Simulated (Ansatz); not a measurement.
**A convergence test on In2O3 (R-3c): k mesh of the density**

Aim: see how gap, energy and time of In2O3 (R-3c) follow the k mesh of the density.

Calculated with Ansatz 0.2.0; DFT, LDA, plane waves, PAW.

### Step 1. The structure

The structure is trigonal, space group R-3c (No. 167). The conventional cell has a = 5.487 Å, b = 5.487 Å, c = 14.510 Å, α = 90.00°, β = 90.00°, γ = 120.00°. Nearest to In lie 6 O at 2.12 to 2.26 Å. Nearest to O lie 4 In at 2.12 to 2.26 Å. Farther neighbours and most contacts between anions are not listed.

The cell and positions come from the Crystallography Open Database and are kept as given unless a step says otherwise. This is not the form that In2O3 usually takes at ambient conditions. The default PAW set here is soft_2. Its files were made with PBE.

### Step 2. k mesh of the density: 2×2×2

Input file input.yaml:

```yaml
crystal:
  lattice:
    - [2.7435, 1.5839604635, 4.8366666667]
    - [-2.7435, 1.5839604635, 4.8366666667]
    - [0.0, -3.167920927, 4.8366666667]
  atoms:
    - { symbol: In, position: [0.35731, 0.35731, 0.35731] }
    - { symbol: In, position: [0.14269, 0.14269, 0.14269] }
    - { symbol: In, position: [0.64269, 0.64269, 0.64269] }
    - { symbol: In, position: [0.85731, 0.85731, 0.85731] }
    - { symbol: O, position: [0.548, 0.952, 0.25] }
    - { symbol: O, position: [0.25, 0.548, 0.952] }
    - { symbol: O, position: [0.952, 0.25, 0.548] }
    - { symbol: O, position: [0.452, 0.048, 0.75] }
    - { symbol: O, position: [0.75, 0.452, 0.048] }
    - { symbol: O, position: [0.048, 0.75, 0.452] }
kpoints:
  mp_grid: { grid: [2, 2, 2] }
  band_path:
    path:
      - [0.0, 0.0, 0.0]
      - [0.5, 0.5, 0.5]
      - [0.76183349, 0.23816651, 0.5]
      - [0.5, -0.23816651, 0.23816651]
      - [0.5, 0.0, 0.0]
      - [0.36908326, -0.36908326, 0.0]
      - [0.63091674, 0.0, 0.36908326]
      - [0.5, 0.0, 0.5]
      - [0.3, 0.0, 0.0]
    npoints: 1
hamiltonian:
  xc: lda
scf:
  occupations: { method: fixed }
  n_extra_bands: 7
output:
  eigenvalues: true
```

Command:

```console
ansatz run input.yaml --threads 8 --pin off --max-ram 55296MiB --backend cuda --events-out ev --progress --plain --runs-dir out --devices 1 --max-vram 24GiB  # rebuilt from the run's record
```

Numbers of over 12 decimals in the logs are rounded to 6 here.

What it wrote:

```text
scf.n_extra_bands = 7 over 44 filled bands (N_el = 88.0): the run solves 51 bands
GPUs: using 1 of 1 available (devices: 1).
Engine: ansatz 0.2.0, x86_64-unknown-linux-gnu
Pseudopotentials: kind: paw
Pseudopotential: In, paw, valence charge 13, recommended cutoff 420 eV (normal), In.paw.azcp
Pseudopotential: O, paw, valence charge 6, recommended cutoff 420 eV (normal), O.paw.azcp
Functional definition: SPW92
  exchange = slater_x
  correlation = pw_c
device memory: the entry about to start is reckoned to put 4.6 GiB on a device that reports 78.6 GiB free (of which the cap on the GPU budget leaves the run 24.0 GiB)
GPU FFT provider: cuFFT
GPU libraries: cuBLAS 13.8.2, cuFFT 12.4.0, cuSOLVER 12.3.4
Crystal: 10 atoms, lattice volume = 126.109 Å³
Basis set: ecut = 420 eV, 2453 PW (Γ)
Bands: 51, of which v1, the nominal top of the filled ones, is band 44 counted from 1 (43 counted from 0)
Symmetry: 12 space group operations
Space group: R-3c (ITA 167), of the structure as read, at distance tolerance 5.0e-5 Å
k-points: 4 of 8
Non-local potential: In, projectors of the file, l = 0: 2, l = 1: 2, l = 2: 2, l = 3: 2
Non-local potential: O, projectors of the file, l = 0: 2, l = 1: 2, l = 2: 1
PAW form: soft (Blöchl's): semilocal exchange-correlation on the pseudo side does not see the compensation charge
PAW frozen core: In, regenerated for the run's functional, and the local potential with it (the file was generated under x = pbe(κ = 0.804, μ = 0.219515), c = pbe(β = 0.066725))
PAW frozen core: O, regenerated for the run's functional, and the local potential with it (the file was generated under x = pbe(κ = 0.804, μ = 0.219515), c = pbe(β = 0.066725))
PAW one-centre angular grid: In, 590 points (default); XC on 64 Gauss nodes
PAW one-centre angular grid: O, 110 points (default); XC on 64 Gauss nodes
Initial density: superposition of atomic densities (neutral atoms: chi_scale 0, normalization atom), corrected by the library's trained network
Initial wavefunctions: pseudopotential atomic-orbital guess
GPU buffer pool allocated for 64000 grid points (all kernels)
GPU transforms: local potential and band sums: pruned to the plane-wave sphere, on 40×40×40
Functional: x = slater, c = lda
SCF iter   1: F=—  HF=-25161.315994 eV  |F-HF|=—  |Δ(HF+E_count)|=         —  Δρ=1.87e-2  dr2=3.65e-1  ethr=1.77e-3  ⟨swp⟩=5.0  Hψ=644  notcnv=0  defer=20
preconditioner: auto → Resta (q_TF=auto, 2.569 Å⁻¹)  ε∞=5.2  [insulator: Δε(μ)=1.030 eV  Ē_g=15.079 eV  n_scr=32 (ndim 8)  ℏωp=31.0 eV  f_vac=0.019  ε∞_Penn≈5.2]
SCF iter   2: F=—  HF=-25161.213133 eV  |F-HF|=—  |Δ(HF+E_count)|=   1.03e-1  Δρ=4.91e-3  dr2=1.40e-2  ethr=4.15e-4  ⟨swp⟩=2.0  Hψ=302  notcnv=0  defer=20
SCF iter   3: F=—  HF=-25161.208183 eV  |F-HF|=—  |Δ(HF+E_count)|=   4.95e-3  Δρ=1.93e-3  dr2=3.12e-3  ethr=1.59e-5  ⟨swp⟩=2.0  Hψ=354  notcnv=0  defer=20
SCF iter   4: F=—  HF=-25161.207287 eV  |F-HF|=—  |Δ(HF+E_count)|=   8.96e-4  Δρ=4.51e-4  dr2=1.65e-4  ethr=3.55e-6  ⟨swp⟩=2.5  Hψ=354  notcnv=0  defer=20
SCF iter   5: F=—  HF=-25161.207036 eV  |F-HF|=—  |Δ(HF+E_count)|=   2.51e-4  Δρ=7.07e-5  dr2=6.79e-6  ethr=1.88e-7  ⟨swp⟩=1.0  Hψ=194  notcnv=0  defer=10
SCF iter   6: F=—  HF=-25161.207241 eV  |F-HF|=—  |Δ(HF+E_count)|=   2.06e-4  Δρ=1.24e-5  dr2=2.89e-7  ethr=7.72e-9  ⟨swp⟩=2.5  Hψ=312  notcnv=0  defer=10
SCF iter   7: F=-25161.207241 eV  HF=-25161.207241 eV  |F-HF|=3.67e-10  |Δ(HF+E_count)|=   1.01e-8  Δρ=2.52e-6  dr2=8.58e-9  ethr=1.14e-10  ⟨swp⟩=9.8  Hψ=656  notcnv=0
SCF 1 converged in 7 iterations: F = -25161.207241 eV  dr2 = 8.58e-9
[...]
concurrent solve slots: 5 of 8 are kept, ahead of what memory takes: no pass of the eigensolver takes more rounds on 5
device memory: the entry about to start is reckoned to put 4.4 GiB on a device that reports 78.6 GiB free (of which the cap on the GPU budget leaves the run 24.0 GiB)
NSCF: frozen V_eff on 9 k-points
SCF converged after 7 iterations
Free energy (F): -25161.207241 eV
Harris-Foulkes:  -25161.207241 eV  (|F-HF|=3.67e-10)
Internal energy: -25161.207241 eV  (E = F + TS)
E sigma→0 (E₀):  -25161.207241 eV
Fermi energy:    8.568994 eV
--- Per-component energies (eV) ---
  E_band       = 11.030481
  E_kinetic    = 2029.408067
  E_local      = -5866.738626  (includes V_loc(G=0)·N_el)
  E_nonlocal   = 1797.200786
  E_hartree    = 2239.058405
  E_xc         = -1281.948804
  E_vxc        = -956.193057  (∫ρ·V_xc dr)
  E_paw        = -16968.812196  (= ΣΔE_a)
  E_vpaw       = -1470.778325  (= ΣTr[D̂ρ^β])
  E_aug_tail   = 0.014822  (compensation charges beyond the density's cutoff)
  E_ewald      = -7111.109369
  E_core_change = 1.719675  (= ΣΔE_core)
  E_smearing   = -0.000000  (= −TS)
  E_closure    = -0.000000  (closes the sum)
  Σ components = -25161.207241   (vs F -25161.207241, Δ=0.00e0)
--- Band table (eV) ---
  k-point 0: bands = [... 40 lower, 8.3306, 8.3306, 8.5620, 8.5620, 9.7717, 14.0001, 14.6699, 15.7560, ... 3 higher]
  k-point 1: bands = [... 40 lower, 7.8299, 7.8299, 8.5437, 8.5437, 13.4592, 13.4592, 14.3195, 14.3195, ... 3 higher]
  k-point 2: bands = [... 40 lower, 8.0468, 8.2576, 8.5196, 8.5690, 13.6853, 13.9966, 14.9321, 15.0230, ... 3 higher]
  k-point 3: bands = [... 40 lower, 8.4134, 8.4134, 8.4134, 8.4134, 12.9077, 12.9077, 15.6064, 15.6064, ... 3 higher]
```

Elapsed: 1.4 s, on 1 × NVIDIA H100 80GB HBM3 with 8 threads of AMD EPYC 7R13 (Zen 3), shared host; peak memory 0.96 GiB.

In the SCF lines HF is the Harris–Foulkes energy and dr2 the Hartree energy of the density residual, in eV; the loop may stop once dr2 is under the threshold and the program's other checks hold. Hψ counts applications of the Hamiltonian.

Numbers from this step:

* gap: 1.161 eV
* valence top at: k = (0.300, 0.000, 0.000)
* conduction bottom at: Γ
* least direct gap: 1.210 eV

The gap is indirect, with the least direct gap 0.05 eV higher.

### Step 3. k mesh of the density: 4×4×4

Changes to input.yaml since step 2:

```diff
@@ -17,3 +17,3 @@
 kpoints:
-  mp_grid: { grid: [2, 2, 2] }
+  mp_grid: { grid: [4, 4, 4] }
   band_path:
@@ -37 +37,5 @@
   eigenvalues: true
+  write_density: true
+  write_potential: true
+  elf: true
+  volumetric_format: npy
```

What it wrote:

```text
[...]
GPUs: using 1 of 1 available (devices: 1).
[...]
GPU FFT provider: cuFFT
GPU libraries: cuBLAS 13.8.2, cuFFT 12.4.0, cuSOLVER 12.3.4
Crystal: 10 atoms, lattice volume = 126.109 Å³
Basis set: ecut = 420 eV, 2453 PW (Γ)
Bands: 51, of which v1, the nominal top of the filled ones, is band 44 counted from 1 (43 counted from 0)
Symmetry: 12 space group operations
[...]
k-points: 13 of 64
[...]
--- Band table (eV; the first three rows and the last of 13) ---
  k-point 0: bands = [... 40 lower, 8.3119, 8.3119, 8.5433, 8.5433, 9.7670, 13.9976, 14.6637, 15.7476, ... 3 higher]
  k-point 1: bands = [... 40 lower, 8.1760, 8.1848, 8.4155, 8.5829, 11.3606, 14.4073, 14.5204, 15.1499, ... 3 higher]
  k-point 2: bands = [... 40 lower, 7.8119, 7.8119, 8.5250, 8.5250, 13.4488, 13.4488, 14.3145, 14.3145, ... 3 higher]
  k-point 12: bands = [... 40 lower, 8.3946, 8.3946, 8.3946, 8.3946, 12.8990, 12.8990, 15.5984, 15.5984, ... 3 higher]
[key lines of the parts left out:]
SCF converged after 7 iterations
Free energy (F): -25161.335771 eV
Fermi energy:    8.582944 eV
```

Run time: 1.9 s. Hardware: 1 × NVIDIA H100 80GB HBM3 with 8 threads; peak memory 0.96 GiB; 3.1 s of CPU time.

This step gave:

| Quantity | Value |
| --- | --- |
| gap | 1.175 eV |
| valence top at | k = (0.300, 0.000, 0.000) |
| conduction bottom at | Γ |
| least direct gap | 1.224 eV |

The gap is 1.175 eV, +0.014 eV from the run before at this level.

### Step 4. k mesh of the density: 6×6×6 (the default)

input.yaml, the sections that differ from step 3:

```yaml
kpoints:
  mp_grid: { grid: [6, 6, 6] }
  band_path:
    path:
      - [[0.0, 0.0, 0.0], [0.5, 0.5, 0.5], [0.76183349, 0.23816651, 0.5]]
      - [[0.5, -0.23816651, 0.23816651], [0.5, 0.0, 0.0], [0.0, 0.0, 0.0], [0.36908326, -0.36908326, 0.0]]
      - [[0.63091674, 0.0, 0.36908326], [0.5, 0.0, 0.5], [0.0, 0.0, 0.0]]
    npoints: 10
scf:
  occupations: { method: fermi_dirac, width: 0.02 }
  n_extra_bands: 7
# crystal, hamiltonian, output: as in step 3
```

What it wrote:

```text
[...]
GPUs: using 1 of 1 available (devices: 1).
[...]
GPU FFT provider: cuFFT
GPU libraries: cuBLAS 13.8.2, cuFFT 12.4.0, cuSOLVER 12.3.4
Crystal: 10 atoms, lattice volume = 126.109 Å³
Basis set: ecut = 420 eV, 2453 PW (Γ)
Bands: 51, of which v1, the nominal top of the filled ones, is band 44 counted from 1 (43 counted from 0)
Symmetry: 12 space group operations
[...]
k-points: 32 of 216
[...]
--- Band table (eV; the first three rows and the last of 32) ---
  k-point 0: bands = [... 40 lower, 8.3111, 8.3111, 8.5426, 8.5426, 9.7668, 13.9975, 14.6635, 15.7473, ... 3 higher]
  k-point 1: bands = [... 40 lower, 8.3161, 8.3810, 8.3840, 8.5328, 10.6584, 14.3118, 14.5266, 15.4689, ... 3 higher]
  k-point 2: bands = [... 40 lower, 7.9626, 8.0462, 8.4486, 8.5894, 12.0789, 14.3026, 14.4762, 14.7629, ... 3 higher]
  k-point 31: bands = [... 40 lower, 8.3939, 8.3939, 8.3939, 8.3939, 12.8987, 12.8987, 15.5981, 15.5981, ... 3 higher]
[key lines of the parts left out:]
SCF converged after 7 iterations
Free energy (F): -25161.337886 eV
Fermi energy:    9.206286 eV
```

It took 2 s on 1 × NVIDIA H100 80GB HBM3 with 8 threads; peak memory 0.98 GiB; 3 s of CPU time.

This step gave:

| Item | Value |
| --- | --- |
| gap | 1.176 eV |
| valence top at | k = (0.300, 0.000, 0.000) |
| conduction bottom at | Γ |
| least direct gap | 1.224 eV |

The gap is 1.176 eV, +0.001 eV from the run before at this level.

### Step 5. k mesh of the density: 8×8×8

input.yaml, the sections that differ from step 4:

```yaml
kpoints:
  mp_grid: { grid: [8, 8, 8] }
  band_path:
    path:
      - [0.0, 0.0, 0.0]
      - [0.5, 0.5, 0.5]
      - [0.76183349, 0.23816651, 0.5]
      - [0.5, -0.23816651, 0.23816651]
      - [0.5, 0.0, 0.0]
      - [0.36908326, -0.36908326, 0.0]
      - [0.63091674, 0.0, 0.36908326]
      - [0.5, 0.0, 0.5]
      - [0.3, 0.0, 0.0]
    npoints: 1
scf:
  occupations: { method: fixed }
  n_extra_bands: 7
output:
  eigenvalues: true
# crystal, hamiltonian: as in step 4
```

What it wrote:

```text
[...]
GPUs: using 1 of 1 available (devices: 1).
[...]
GPU FFT provider: cuFFT
GPU libraries: cuBLAS 13.8.2, cuFFT 12.4.0, cuSOLVER 12.3.4
Crystal: 10 atoms, lattice volume = 126.109 Å³
Basis set: ecut = 420 eV, 2453 PW (Γ)
Bands: 51, of which v1, the nominal top of the filled ones, is band 44 counted from 1 (43 counted from 0)
Symmetry: 12 space group operations
[...]
k-points: 65 of 512
[...]
--- Band table (eV; the first three rows and the last of 65) ---
  k-point 0: bands = [... 40 lower, 8.3111, 8.3111, 8.5426, 8.5426, 9.7668, 13.9975, 14.6635, 15.7473, ... 3 higher]
  k-point 1: bands = [... 40 lower, 8.3519, 8.4045, 8.4350, 8.5047, 10.3339, 14.1900, 14.5805, 15.5873, ... 3 higher]
  k-point 2: bands = [... 40 lower, 8.1752, 8.1840, 8.4147, 8.5822, 11.3602, 14.4070, 14.5201, 15.1496, ... 3 higher]
  k-point 64: bands = [... 40 lower, 8.3939, 8.3939, 8.3939, 8.3939, 12.8987, 12.8987, 15.5981, 15.5981, ... 3 higher]
[key lines of the parts left out:]
SCF converged after 7 iterations
Free energy (F): -25161.338447 eV
Fermi energy:    8.585748 eV
```

The job ended after 1.8 s (1 × NVIDIA H100 80GB HBM3 with 8 threads; peak memory 0.99 GiB).

This step gave:

```yaml
gap: 1.176 eV
valence_top_at: k = (0.300, 0.000, 0.000)
conduction_bottom_at: Γ
least_direct_gap: 1.224 eV
```

The gap is 1.176 eV, as in the run before at this level.

### Step 6. The series

Differences are against the last row; a negative gap means that bands overlap, and a run with a band path holds that path's time. Times are wall times on 1 × NVIDIA H100 80GB HBM3 with 8 threads of AMD EPYC 7R13 (Zen 3), shared host, good to a factor of about two.

```tsv
k mesh of the density	gap (eV)	direct gap (eV)	gap error (eV)	energy error (meV/atom)	irreducible k	time
2×2×2	1.161	1.210	−0.015	+13.1	4	1.4 s
4×4×4	1.175	1.224	−0.001	+0.3	13	1.9 s
6×6×6	1.176	1.224	+0.000	+0.1	32	2 s
8×8×8	1.176	1.224	+0.000	+0.0	65	1.8 s
```

### Step 7. Results

| Item | Value |
| --- | --- |
| 2×2×2 | 1.161 eV |
| 4×4×4 | 1.175 eV |
| 6×6×6 | 1.176 eV |
| 8×8×8 | 1.176 eV |

What this shows: The gap holds to 0.02 eV from 2×2×2 on, the cheapest setting tried. At 2×2×2 the gap is off by −0.015 eV and the energy by +13 meV/atom. The gap is read over the mesh and added points near the edges, so meshes differ mainly through the density and, for a hybrid, the exchange operator.

[Paths, hosts, dates, memory and timing lines, banners, echoed tables and standing remarks are left out of the program output.]

[Logs are printed without paths, hosts, clocks, repeated set-up lines and the standing remarks that a program may print on its own settings, such as how far it seeks lower states.]

[Runs of the session that timed out or met a known fault of the program may be left out.]

[Cells called generated may have been cut or substituted from an entry of the Crystallography Open Database or the Materials Project.]

[Hosts, paths, dates, database ids (printed as entryN), source tags and the programs' standing remarks are cut or masked in the printed files.]
